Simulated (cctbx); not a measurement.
# Diagnosing a refinement

Cell a = 6.4910 Å, b = 6.4910 Å, c = 5.4500 Å, α = 90.00°, β = 90.00°, γ = 120.00°; space group P6/mmm (no. 191).

Simulated single-crystal data (cctbx): Cu Kα, λ = 1.54184 Å, to d = 0.83 Å, 80 % of the full sphere, strongest reflection 40000 counts, noise from counting, a 2 % proportional error and a noise floor of 2 counts (s.d.); no absorption.

An anisotropic refinement with weights 1/σ² prints:

```text
Rint 0.016, 33 unique reflections to 1.30 A
cycle     R1     wR2    GooF  max shift (A)
   1  0.0040  0.0100   1.246   0.00000
   2  0.0034  0.0080   0.994   0.00000
final R1 0.0034 wR2 0.0080 GooF 0.994  parameters 7  data/parameter 4.7
atom        x        y        z      Ueq    occ   su(xyz)  su(Uiso or U11)
Y1     0.00000  0.00000  0.00000   0.0073  1.000  0.00000  0.0003
Na1    0.66667  0.33333  0.00000   0.0139  1.000  0.00000  0.0006
Na2    0.00000  0.50000  0.50000   0.0148  1.000  0.00000  0.0006
difference map: max 0.04 min -0.06 rms 0.01
Q1    0.1939  0.3878  0.0000    6    0.04  1.57 A from Na1
Q2    0.3333  0.6667  0.5000    2    0.02  1.87 A from Na2
Q3    0.1554  0.3107  0.5000    6    0.02  1.94 A from Na2
Q4    0.0000  0.3302  0.2391   12    0.02  1.80 A from Na2
Q5    0.1134  0.2268  0.1529   12    0.02  1.52 A from Y1
Q6    0.2119  0.6060  0.3602   12    0.01  1.41 A from Na2
```

**Question.** Can this result stand? If not, what is the likely fault?

Mend it. The fault: data cut at low resolution. Against the right model at the same level, R1 goes from 0.0036 to 0.0034 and GooF from 0.97 to 0.99. The atoms are right, but there are too few data for the parameters: R1 flatters and the s.u.s grow. Data per parameter fall from 14.3 to 4.7.

The compound is Na5Y. The right model at the same level gives:

```text
Rint 0.019, 100 unique reflections to 0.83 A
cycle     R1     wR2    GooF  max shift (A)
   1  0.0063  0.0163   1.870   0.00000
   2  0.0036  0.0084   0.967   0.00000
final R1 0.0036 wR2 0.0084 GooF 0.967  parameters 7  data/parameter 14.3
atom        x        y        z      Ueq    occ   su(xyz)  su(Uiso or U11)
Y1     0.00000  0.00000  0.00000   0.0074  1.000  0.00000  0.0001
Na1    0.66667  0.33333  0.00000   0.0142  1.000  0.00000  0.0001
Na2    0.00000  0.50000  0.50000   0.0150  1.000  0.00000  0.0002
difference map: max 0.05 min -0.20 rms 0.02
Q1    0.1100  0.2200  0.1421   12    0.06  1.46 A from Y1
Q2    0.1445  0.2890  0.3938   12    0.05  2.09 A from Na2
Q3    0.1719  0.3438  0.1111   12    0.04  1.91 A from Na1
Q4    0.0000  0.3507  0.1957   12    0.04  1.92 A from Na2
Q5    0.2436  0.4871  0.0000    6    0.03  1.01 A from Na1
Q6    0.0000  0.1505  0.2408   12    0.03  1.64 A from Y1
```

The model is made up (kin elements in a known structure type, no relaxation), so it says nothing on whether the phase exists.

[Middle refinement cycles are left out of these outputs.]

[Logs are printed without paths, hosts, clocks, repeated set-up lines and the standing remarks that a program may print on its own settings, such as how far it seeks lower states.]
